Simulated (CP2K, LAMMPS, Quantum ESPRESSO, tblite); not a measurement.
# Amorphous carbon (150 atoms): other programs against plane waves

One geometry of amorphous carbon (150 atoms) is solved by several programs and methods. How far do their forces lie from a plane-wave PBE run?

Results are calculated, not measured.

## Step 1: The structure

The cell holds 150 atoms (150 C), with edges of 10.08, 10.08 and 10.08 Å. Recipe: 150 atoms (150 C) placed at random at 2.92 g/cm³, melted at 6000 K for 10 ps at fixed volume with the Tersoff potential (Tersoff, Phys. Rev. B 39, 5566 (1989)). Quenched from 6000 K to 300 K at 100 K/ps and fixed volume, held 5 ps, then minimised at fixed cell. The density is 2.92 g/cm³.

## Step 2: The reference input

Quantum ESPRESSO 7.5: Kohn-Sham DFT, PBE, SSSP efficiency 1.3.0 pseudopotentials, plane waves. Its input, pw.in:

```
&control
  calculation = 'scf'
  pseudo_dir = './pseudo'
  outdir = './tmp'
  disk_io = 'none'
  tprnfor = .true.
  tstress = .true.
/
&system
  ibrav = 0
  nat = 150
  ntyp = 1
  ecutwfc = 45
  ecutrho = 360
  nosym = .true.
  occupations = 'smearing'
  smearing = 'fd'
  degauss = 0.003675
/
&electrons
  conv_thr = 7.5e-07
  electron_maxstep = 100
  mixing_beta = 0.2
  mixing_mode = 'local-TF'
  diagonalization = 'david'
/
ATOMIC_SPECIES
C 12.011 C.upf
CELL_PARAMETERS angstrom
10.08240 0.00000 0.00000
0.00000 10.08240 0.00000
0.00000 0.00000 10.08240
ATOMIC_POSITIONS crystal
C 0.20638 0.45076 0.40057
C 0.20597 0.09873 0.21948
C 0.42804 0.43293 0.99627
C 0.95131 0.14171 0.87574
[... 144 atom lines left out ...]
C 0.76324 0.50555 0.15947
C 0.21665 0.00561 0.95487
K_POINTS gamma
```

```console
$ OMP_NUM_THREADS=1 mpirun -np 4 pw.x -in pw.in > output.txt
```

Elapsed: 2.6 min, on 4 MPI ranks of Arm Neoverse V1, shared host; peak memory 3.7 GiB; 10 min of CPU time.

It converged with an r.m.s. force component of 1.3 eV/Å and a pressure of 2.9 GPa.

## Step 3: The other programs

- CP2K 2026.2: Gaussian basis with GTH pseudopotentials and a plane-wave density; labels give functional, basis (MOLOPT sets; SR short-range, UZH the newer set with its own potentials), grid cutoff/relative cutoff and solver (OT: orbital transformation; TRS4, TC2, SIGN: linear-scaling purification with its sparsity filter), or its built-in tight binding.
- tblite 0.8.0: extended tight binding, driven from Python.

All use the same cell and atoms, and the electronic-structure runs the same k-mesh.

## Step 4: Side by side

Differences are against the reference: forces as r.m.s. over components, share as that over the reference's r.m.s. force, slope as the fitted ratio of a run's forces to the reference's.

| run | Δ force, r.m.s. (meV/Å) | share (%) | slope | Δ pressure (GPa) | cores | CPU time | memory (GiB) |
| --- | --- | --- | --- | --- | --- | --- | --- |
| reference | - | - | - | - | 4 | 10 min | 3.7 |
| CP2K PBE, DZVP-UZH, 225/50 Ry, diagonalisation (coarse) | 42.8 | 3.19 | 1.018 | 1.96 | 4 | 17 min | 2.1 |
| CP2K PBE, DZVP-UZH, 450/50 Ry, diagonalisation | 35.9 | 2.68 | 1.018 | 1.96 | 4 | 17 min | 3.4 |
| CP2K PBE, SZV-MOLOPT-SR, 450/50 Ry, diagonalisation (coarse) | 522 | 38.9 | 1.353 | 11.0 | 2 | 6.6 min | 2.2 |
| CP2K PBEsol, PBE potentials, DZVP-UZH, 450/50 Ry, diagonalisation | 57.0 | 4.25 | 1.001 | -0.758 | 4 | 17 min | 3.4 |
| tblite GFN2-xTB | 282 | 21.1 | 1.077 | -12.6 | 1 | 24 s | 0.15 |

Rows marked coarse were listed beforehand as settings not expected to be converged; some can still land near the reference.

CPU time is summed over cores on shared hosts, so it is rough.

## Step 5: What came out

Forces lie from 2.7 % (CP2K PBE, DZVP-UZH, 450/50 Ry, diagonalisation) to 39 % (CP2K PBE, SZV-MOLOPT-SR, 450/50 Ry, diagonalisation, coarse) of the reference's r.m.s. force of 1.3 eV/Å away from it. The PBE run in local orbitals, coarse settings apart, differs by 2.7 % (CP2K PBE, DZVP-UZH, 450/50 Ry, diagonalisation); basis, grid and potentials can all enter. Tight binding differs by 21 % (tblite GFN2-xTB); it is another model, with fitted parameters of its own, and the xTB methods hold dispersion. Rows with another functional or a dispersion term differ by 4.2 % (CP2K PBEsol, PBE potentials, DZVP-UZH, 450/50 Ry, diagonalisation), which mixes the change of model with differences of basis and potentials, some of them made for another functional.

Runs with settings chosen to be coarse differ by 3.2 % (CP2K PBE, DZVP-UZH, 225/50 Ry, diagonalisation) to 39 % (CP2K PBE, SZV-MOLOPT-SR, 450/50 Ry, diagonalisation), their programs' other errors included. CP2K PBE, SZV-MOLOPT-SR, 450/50 Ry, diagonalisation stiffens the forces by a factor of 1.35 while following their directions (correlation 0.993); the slopes of the 4 CP2K runs lie between 1.00 and 1.35. From CP2K PBE, DZVP-UZH, 225/50 Ry, diagonalisation to the finer CP2K PBE, DZVP-UZH, 450/50 Ry, diagonalisation the share falls from 3.2 to 2.7 %. Pressures at PBE, coarse settings apart, lie +1.96 GPa from the reference's.

**Limits.** Periodic xTB results under one method name differ between programs and library versions. The reference's pressure holds the uncorrected Pulay stress of its 45 Ry basis, so small pressure differences may be the reference's own error. The quench rate of 100 K/ps is many orders above laboratory rates, so the cell is likely richer in defects and strain than a real sample. The network of bonds at the start is that of the classical potential that made the cell, and needn't be the one that DFT or experiment would give. The electronic-structure runs sample only Γ, in a cell whose shortest periodic width is 10 Å, which is coarse for a cell with partly filled levels. The reference's pressure of 2.9 GPa reflects the volume that the recipe set, positions that aren't this level's minimum and the basis. Where levels are smeared, the DFT runs use Fermi–Dirac occupations at 580 K (0.05 eV), and energies are free energies. The reference's cutoffs and mesh weren't converged further here.

[Logs are printed without paths, hosts, clocks, repeated set-up lines and the standing remarks that a program may print on its own settings, such as how far it seeks lower states.]

[Hosts, paths, dates, database ids (printed as entryN), source tags and the programs' standing remarks are cut or masked in the printed files.]

[Cells were taken only where this reference lay near another plane-wave run.]
